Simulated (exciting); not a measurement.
## N K-edge absorption of AlN, all-electron BSE

How far do the exchange and direct terms reshape the N K edge of AlN?

Program: exciting sodium. Level of theory: X-ray absorption, core-level Bethe-Salpeter equation, exchange and statically screened direct term, Tamm-Dancoff, all-electron LAPW+lo LDA. Results are calculated unless marked as measured.

Report form: the programs' logs are mostly left out.

The database entry behind the starting cell differs from later determinations by our own check (inner coordinate u about 0.002 short), so it need not match the best structure at ambient conditions.

### Step 1. Set-up

The structure is hexagonal, space group P6_3mc (No. 186). Conventional cell: a = 3.113 Å, b = 3.113 Å, c = 4.981 Å, α = 90.00°, β = 90.00°, γ = 120.00°. Nearest to Al lie 4 N at 1.89 Å. N has 4 Al at 1.89 Å nearest. Farther neighbours and most contacts between anions are not listed.

Structure file:

```cif
data_structure
_symmetry_space_group_name_H-M 'P6_3mc'
_symmetry_Int_Tables_number 186
_cell_length_a 3.1130
_cell_length_b 3.1130
_cell_length_c 4.9810
_cell_angle_alpha 90.000
_cell_angle_beta 90.000
_cell_angle_gamma 120.000
_cell_volume 41.80
loop_
_atom_site_label
_atom_site_type_symbol
_atom_site_symmetry_multiplicity
_atom_site_Wyckoff_symbol
_atom_site_fract_x
_atom_site_fract_y
_atom_site_fract_z
_atom_site_occupancy
Al1 Al 2 b 0.66667 0.33333 0.50000 1
N1 N 2 b 0.66667 0.33333 0.88000 1
```

Differences between curves are given as r.m.s. difference over r.m.s. height.

### Step 2. The self-consistent potential

The species files are the program's own, with muffin-tin radii set in the input.

File input.xml:

```
<input>
  <title>AlN</title>
  <structure speciespath="." autormt="false" epslat="1.0e-5">
    <crystal>
      <basevect>5.8827174249 0.0000000000 0.0000000000</basevect>
      <basevect>-2.9413587124 5.0945827333 0.0000000000</basevect>
      <basevect>0.0000000000 0.0000000000 9.4127258250</basevect>
    </crystal>
    <species speciesfile="Al.xml" rmt="2.011">
      <atom coord="0.6666666667 0.3333333333 0.5000000000"/>
      <atom coord="0.3333333333 0.6666666667 0.0000000000"/>
    </species>
    <species speciesfile="N.xml" rmt="1.458">
      <atom coord="0.6666666667 0.3333333333 0.8800000000"/>
      <atom coord="0.3333333333 0.6666666667 0.3800000000"/>
    </species>
  </structure>
  <groundstate do="fromscratch" xctype="LDA_PW" ngridk="6 6 3" rgkmax="7" gmaxvr="14" nempty="8" swidth="0.001" maxscl="100" epsengy="1e-5"/>
</input>
```

Launch:

```
> OMP_NUM_THREADS=1 mpirun -n 4 exciting
```

The job ended after 51 s (4 MPI ranks of Arm Neoverse V1, shared host).

The mesh shows a gap of 4.24 eV. Core levels (Dirac, from the valence top):

| atom | level | energy (eV) |
| --- | --- | --- |
| Al | 1s1/2 | -1496.2 |
| Al | 2s1/2 | -99.7 |
| N | 1s1/2 | -370.3 |

### Step 3. A richer basis for the empty states

Each species file gets more local orbitals, built from u and its energy derivative at 0.15 Ha and u at 0.9 Ha.

input.xml is that of step 2.

File SPECIES.xml, added lines:

```
<lo l="L">  <!-- L = 0, 1, 2 -->
  <wf matchingOrder="0" trialEnergy="0.1500" searchE="false"/>
  <wf matchingOrder="1" trialEnergy="0.1500" searchE="false"/>
  <wf matchingOrder="0" trialEnergy="0.9000" searchE="false"/>
</lo>
```

Launch:

```
> OMP_NUM_THREADS=1 mpirun -n 4 exciting
```

It took 50 s on 4 MPI ranks.

Against the first ground state the total energy moves by -5 meV an atom and the gap by 0.00 eV.

### Step 4. Screening, kernels and BSE for N atom 3

The absorber has 4 Al at 1.89 Å (tetrahedral, site symmetry 3m).

input.xml, as its differences from that of step 3:

```diff
@@ -17,3 +17,20 @@
   </structure>
-  <groundstate do="fromscratch" xctype="LDA_PW" ngridk="6 6 3" rgkmax="7" gmaxvr="14" nempty="8" swidth="0.001" maxscl="100" epsengy="1e-5"/>
+  <groundstate do="skip" xctype="LDA_PW" ngridk="6 6 3" rgkmax="7" gmaxvr="14" nempty="8" swidth="0.001" maxscl="100" epsengy="1e-5"/>
+  <xs xstype="BSE" ngridk="5 5 3" ngridq="5 5 3" vkloff="0.097 0.273 0.493" rgkmax="7" nempty="21" gqmax="3" lmaxapwwf="5" lmaxemat="2" broad="0.01654" tevout="true">
+    <energywindow intv="13.321 14.938" points="439"/>
+    <screening screentype="full" nempty="38"/>
+    <BSE xas="true" xasspecies="2" xasatom="1" xasedge="K" bsetype="singlet" nstlxas="1 17"/>
+    <qpointset>
+      <qpoint>0 0 0</qpoint>
+    </qpointset>
+    <plan>
+      <doonly task="xsgeneigvec"/>
+      <doonly task="writepmatxs"/>
+      <doonly task="scrgeneigvec"/>
+      <doonly task="scrwritepmat"/>
+      <doonly task="screen"/>
+      <doonly task="scrcoulint"/>
+      <doonly task="exccoulint"/>
+    </plan>
+  </xs>
 </input>
```

File input.xml for the last start (plan only):

```
  <plan>
    <doonly task="bse"/>
  </plan>
```

Launch:

```
> OMP_NUM_THREADS=1 mpirun -n 4 exciting
> OMP_NUM_THREADS=4 exciting
```

It took 8.3 min on 4 MPI ranks.

Wall time by task: xsgeneigvec 9.3 s, writepmatxs 5.5 s, scrgeneigvec 9.5 s, scrwritepmat 3.3 s, screen 2 min, scrcoulint 3.1 min, exccoulint 2.6 min, bse 8.2 s.

The N K spectrum of N atom 3 (energy from the Kohn–Sham onset, core level to the lowest empty state found on the meshes used, 374.50 eV; the ground-state mesh sets it, and the shifted mesh has its lowest transition 0.68 eV above it; Im ε scaled to the maximum of the singlet run; cut below the end of the band set):

| E (eV) | isotropic | ε ⊥ c | ε ∥ c |
| --- | --- | --- | --- |
| -4.0 | 0.02 | 0.02 | 0.02 |
| -3.5 | 0.03 | 0.03 | 0.03 |
| -3.0 | 0.03 | 0.03 | 0.04 |
| -2.5 | 0.04 | 0.04 | 0.05 |
| -2.0 | 0.06 | 0.06 | 0.06 |
| -1.5 | 0.09 | 0.08 | 0.10 |
| -1.0 | 0.15 | 0.14 | 0.16 |
| -0.5 | 0.30 | 0.28 | 0.35 |
| 0.0 | 0.74 | 0.69 | 0.83 |
| 0.5 | 0.97 | 0.95 | 1.02 |
| 1.0 | 0.74 | 0.74 | 0.74 |
| 1.5 | 0.62 | 0.65 | 0.58 |
| 2.0 | 0.57 | 0.63 | 0.45 |
| 2.5 | 0.64 | 0.75 | 0.44 |
| 3.0 | 0.79 | 0.91 | 0.54 |
| 3.5 | 0.67 | 0.65 | 0.70 |
| 4.0 | 0.59 | 0.55 | 0.69 |
| 4.5 | 0.53 | 0.47 | 0.66 |
| 5.0 | 0.47 | 0.39 | 0.65 |
| 5.5 | 0.57 | 0.50 | 0.72 |
| 6.0 | 0.51 | 0.52 | 0.50 |
| 6.5 | 0.35 | 0.35 | 0.35 |
| 7.0 | 0.27 | 0.28 | 0.26 |
| 7.5 | 0.22 | 0.25 | 0.18 |
| 8.0 | 0.19 | 0.22 | 0.13 |
| 8.5 | 0.16 | 0.19 | 0.11 |
| 9.0 | 0.16 | 0.18 | 0.12 |
| 9.5 | 0.18 | 0.20 | 0.16 |
| 10.0 | 0.18 | 0.18 | 0.18 |
| 10.5 | 0.17 | 0.16 | 0.21 |
| 11.0 | 0.15 | 0.13 | 0.19 |
| 11.5 | 0.12 | 0.12 | 0.12 |
| 12.0 | 0.10 | 0.09 | 0.10 |
| 12.5 | 0.10 | 0.10 | 0.12 |
| 13.0 | 0.12 | 0.11 | 0.14 |
| 13.5 | 0.14 | 0.14 | 0.16 |
| 14.0 | 0.13 | 0.12 | 0.14 |
| 14.5 | 0.12 | 0.10 | 0.15 |

Maxima (height): 0.3 eV (1.00), 3.0 eV (0.79), 5.6 eV (0.59) and 9.7 eV (0.19).

The Hamiltonian has 2550 rows. The lowest groups of eigenvalues and the brightest ones, on the scale above (the program counts from the shifted mesh's onset, 0.68 eV higher). Core spinors bring spin-forbidden partners, so dark means forbidden by spin or by symmetry, and the shifted mesh splits states that symmetry would keep together:

| energy (eV) | states within 10 meV | relative strength |
| --- | --- | --- |
| -0.443 | 1 | dark |
| -0.425 | 1 | 0.069 |
| 0.096 | 1 | dark |
| 0.108 | 2 | 0.39 |
| 0.133 | 2 | 0.82 |
| 0.144 | 1 | 0.26 |
| 0.291 | 1 | 0.66 |
| 0.345 | 1 | 1.00 |
| 0.375 | 1 | 0.74 |
| 2.943 | 3 | 0.62 |
| 2.996 | 1 | 0.61 |
| 5.522 | 1 | 0.79 |

### Step 5. Independent particles

input.xml, as its differences from that of step 4:

```diff
@@ -21,3 +21,3 @@
     <screening screentype="full" nempty="38"/>
-    <BSE xas="true" xasspecies="2" xasatom="1" xasedge="K" bsetype="singlet" nstlxas="1 17"/>
+    <BSE xas="true" xasspecies="2" xasatom="1" xasedge="K" bsetype="IP" nstlxas="1 17"/>
     <qpointset>
@@ -26,9 +26,3 @@
     <plan>
-      <doonly task="xsgeneigvec"/>
-      <doonly task="writepmatxs"/>
-      <doonly task="scrgeneigvec"/>
-      <doonly task="scrwritepmat"/>
-      <doonly task="screen"/>
-      <doonly task="scrcoulint"/>
-      <doonly task="exccoulint"/>
+      <doonly task="bse"/>
     </plan>
```

Launch:

```
> OMP_NUM_THREADS=4 exciting
```

The job ended after 1.5 s (4 threads).

Maxima (height): 2.3 eV (0.33), 5.3 eV (0.57), 7.2 eV (0.83), 10.4 eV (0.36) and 14.3 eV (0.21). Against the singlet run the r.m.s. difference is 77 %. Moving the earlier curve by +4.4 eV leaves 36 %. The highest maximum lies at 7.2 eV (0.83), against 0.3 eV (1.00).

### Step 6. Exchange alone

input.xml, as its differences from that of step 5:

```diff
@@ -21,3 +21,3 @@
     <screening screentype="full" nempty="38"/>
-    <BSE xas="true" xasspecies="2" xasatom="1" xasedge="K" bsetype="IP" nstlxas="1 17"/>
+    <BSE xas="true" xasspecies="2" xasatom="1" xasedge="K" bsetype="RPA" nstlxas="1 17"/>
     <qpointset>
```

Launch:

```
> OMP_NUM_THREADS=4 exciting
```

Elapsed: 9 s, on 4 threads.

Maxima (height): 2.4 eV (0.31), 5.3 eV (0.54), 7.3 eV (0.81), 10.4 eV (0.37) and 14.3 eV (0.22). The spectrum differs from the independent-particle run by 5 % r.m.s.

### Step 7. Local-field cutoff

Changed against the first singlet run: cutoff of the screened term (bohr⁻¹) from 3 to 4.

input.xml, as its differences from that of step 6:

```diff
@@ -18,6 +18,6 @@
   <groundstate do="skip" xctype="LDA_PW" ngridk="6 6 3" rgkmax="7" gmaxvr="14" nempty="8" swidth="0.001" maxscl="100" epsengy="1e-5"/>
-  <xs xstype="BSE" ngridk="5 5 3" ngridq="5 5 3" vkloff="0.097 0.273 0.493" rgkmax="7" nempty="21" gqmax="3" lmaxapwwf="5" lmaxemat="2" broad="0.01654" tevout="true">
+  <xs xstype="BSE" ngridk="5 5 3" ngridq="5 5 3" vkloff="0.097 0.273 0.493" rgkmax="7" nempty="21" gqmax="4" lmaxapwwf="5" lmaxemat="2" broad="0.01654" tevout="true">
     <energywindow intv="13.321 14.938" points="439"/>
     <screening screentype="full" nempty="38"/>
-    <BSE xas="true" xasspecies="2" xasatom="1" xasedge="K" bsetype="RPA" nstlxas="1 17"/>
+    <BSE xas="true" xasspecies="2" xasatom="1" xasedge="K" bsetype="singlet" nstlxas="1 17"/>
     <qpointset>
@@ -26,3 +26,5 @@
     <plan>
-      <doonly task="bse"/>
+      <doonly task="xsgeneigvec"/>
+      <doonly task="screen"/>
+      <doonly task="scrcoulint"/>
     </plan>
```

File input.xml for the exchange start (cutoff and plan only):

```
  gqmax="3"
  <plan>
    <doonly task="exccoulint"/>
  </plan>
```

File input.xml for the last start (plan only):

```
  <plan>
    <doonly task="bse"/>
  </plan>
```

Launch:

```
> OMP_NUM_THREADS=1 mpirun -n 4 exciting
> OMP_NUM_THREADS=1 mpirun -n 4 exciting
> OMP_NUM_THREADS=4 exciting
```

Run time: 13 min. Hardware: 4 MPI ranks.

The spectrum differs from the singlet run by 6 % r.m.s. The highest maximum lies at 0.3 eV (1.09), against 0.3 eV (1.00). The kernels miss the short-range part of the Coulomb interaction, its components above their cutoff.

| E (eV) | first run | this run |
| --- | --- | --- |
| -4.0 | 0.02 | 0.02 |
| -3.0 | 0.03 | 0.04 |
| -2.0 | 0.06 | 0.06 |
| -1.0 | 0.15 | 0.16 |
| 0.0 | 0.74 | 0.85 |
| 1.0 | 0.74 | 0.77 |
| 2.0 | 0.57 | 0.60 |
| 3.0 | 0.79 | 0.80 |
| 4.0 | 0.59 | 0.58 |
| 5.0 | 0.47 | 0.46 |
| 6.0 | 0.51 | 0.47 |
| 7.0 | 0.27 | 0.26 |
| 8.0 | 0.19 | 0.18 |
| 9.0 | 0.16 | 0.16 |
| 10.0 | 0.18 | 0.18 |
| 11.0 | 0.15 | 0.14 |
| 12.0 | 0.10 | 0.09 |
| 13.0 | 0.12 | 0.12 |
| 14.0 | 0.13 | 0.12 |

### Step 8. Coarser mesh

Changed against the first singlet run: k mesh from 5×5×3 to 3×3×2.

input.xml, as its differences from that of step 7:

```diff
@@ -18,3 +18,3 @@
   <groundstate do="skip" xctype="LDA_PW" ngridk="6 6 3" rgkmax="7" gmaxvr="14" nempty="8" swidth="0.001" maxscl="100" epsengy="1e-5"/>
-  <xs xstype="BSE" ngridk="5 5 3" ngridq="5 5 3" vkloff="0.097 0.273 0.493" rgkmax="7" nempty="21" gqmax="4" lmaxapwwf="5" lmaxemat="2" broad="0.01654" tevout="true">
+  <xs xstype="BSE" ngridk="3 3 2" ngridq="3 3 2" vkloff="0.097 0.273 0.493" rgkmax="7" nempty="21" gqmax="3" lmaxapwwf="5" lmaxemat="2" broad="0.01654" tevout="true">
     <energywindow intv="13.321 14.938" points="439"/>
@@ -27,4 +27,8 @@
       <doonly task="xsgeneigvec"/>
+      <doonly task="writepmatxs"/>
+      <doonly task="scrgeneigvec"/>
+      <doonly task="scrwritepmat"/>
       <doonly task="screen"/>
       <doonly task="scrcoulint"/>
+      <doonly task="exccoulint"/>
     </plan>
```

File input.xml for the last start (plan only):

```
  <plan>
    <doonly task="bse"/>
  </plan>
```

Launch:

```
> OMP_NUM_THREADS=1 mpirun -n 4 exciting
> OMP_NUM_THREADS=4 exciting
```

It took 87 s on 4 MPI ranks.

Wall time by task: xsgeneigvec 3.5 s, writepmatxs 2.9 s, scrgeneigvec 3.1 s, scrwritepmat 2.3 s, screen 16 s, scrcoulint 13 s, exccoulint 42 s, bse 0.55 s.

These settings are cheaper. Against the singlet run the r.m.s. difference is 9 %. The first bright state moves from -0.42 to -0.47 eV. The lowest bare transition of this run lies at 0.84 eV, against 0.68. A coarse mesh samples few band energies, and it inflates the long-range part of the attraction.

| E (eV) | first run | this run |
| --- | --- | --- |
| -4.0 | 0.02 | 0.02 |
| -3.0 | 0.03 | 0.03 |
| -2.0 | 0.06 | 0.06 |
| -1.0 | 0.15 | 0.16 |
| 0.0 | 0.74 | 0.70 |
| 1.0 | 0.74 | 0.64 |
| 2.0 | 0.57 | 0.71 |
| 3.0 | 0.79 | 0.79 |
| 4.0 | 0.59 | 0.58 |
| 5.0 | 0.47 | 0.44 |
| 6.0 | 0.51 | 0.53 |
| 7.0 | 0.27 | 0.31 |
| 8.0 | 0.19 | 0.15 |
| 9.0 | 0.16 | 0.22 |
| 10.0 | 0.18 | 0.19 |
| 11.0 | 0.15 | 0.11 |
| 12.0 | 0.10 | 0.10 |
| 13.0 | 0.12 | 0.14 |
| 14.0 | 0.13 | 0.12 |

### Step 9. The levels of theory side by side

| level | curve passes 0.15 (eV) | highest maximum (eV) | its height |
| --- | --- | --- | --- |
| IP | 1.0 | 7.2 | 0.83 |
| RPA | 1.1 | 7.3 | 0.81 |
| singlet | -0.9 | 0.3 | 1.00 |

| E (eV) | IP | RPA | singlet |
| --- | --- | --- | --- |
| -4.0 | 0.01 | 0.01 | 0.02 |
| -3.0 | 0.01 | 0.01 | 0.03 |
| -2.0 | 0.02 | 0.01 | 0.06 |
| -1.0 | 0.02 | 0.02 | 0.15 |
| 0.0 | 0.04 | 0.04 | 0.74 |
| 1.0 | 0.15 | 0.14 | 0.74 |
| 2.0 | 0.30 | 0.28 | 0.57 |
| 3.0 | 0.30 | 0.28 | 0.79 |
| 4.0 | 0.36 | 0.33 | 0.59 |
| 5.0 | 0.53 | 0.50 | 0.47 |
| 6.0 | 0.41 | 0.39 | 0.51 |
| 7.0 | 0.77 | 0.73 | 0.27 |
| 8.0 | 0.72 | 0.75 | 0.19 |
| 9.0 | 0.41 | 0.43 | 0.16 |
| 10.0 | 0.32 | 0.33 | 0.18 |
| 11.0 | 0.32 | 0.34 | 0.15 |
| 12.0 | 0.27 | 0.28 | 0.10 |
| 13.0 | 0.16 | 0.16 | 0.12 |
| 14.0 | 0.19 | 0.20 | 0.13 |

### Step 10. Summary of results

```
absorber and edge   : N K, atom 3
surroundings        : 4 Al at 1.89 Å (tetrahedral, site symmetry 3m)
first bright state  : -0.42 eV from the Kohn–Sham onset, on this mesh
highest maximum     : 0.3 eV
cost of the BSE run : 8.3 min on 4 MPI ranks of Arm Neoverse V1, shared host; the last task ran on as many threads
```

What this shows: Is a core exciton bound? Undecided on this mesh: the first bright state (over 5 % of the brightest) lies at -0.42 eV from the Kohn–Sham onset and at -1.11 eV from the lowest bare transition of its own mesh. Changing the cutoff of the screened term (bohr⁻¹) from 3 to 4 alters the spectrum by 6 % r.m.s. Exchange alone changes the independent-particle spectrum by 5 % r.m.s. Binding energies aren't converged on 75 k points, and fine structure above the first lines is partly noise of the mesh. The kernel cutoff is low for a compact core orbital, so the effect of exchange is a lower bound. The zero comes from the unshifted 6×6×3 ground-state mesh; it is exact only where the band minimum lies on that mesh. The Kohn–Sham onset, 374 eV, is no photon energy: the scale needs a rigid shift. No quasiparticle correction widens the gap or stretches the bands. Vibrations and energy-dependent lifetimes are left out. The structure is a published determination, not relaxed.

[Logs are printed without paths, hosts, clocks, repeated set-up lines and the standing remarks that a program may print on its own settings, such as how far it seeks lower states.]

[Hosts, paths, dates, database ids (printed as entryN), source tags and the programs' standing remarks are cut or masked in the printed files.]
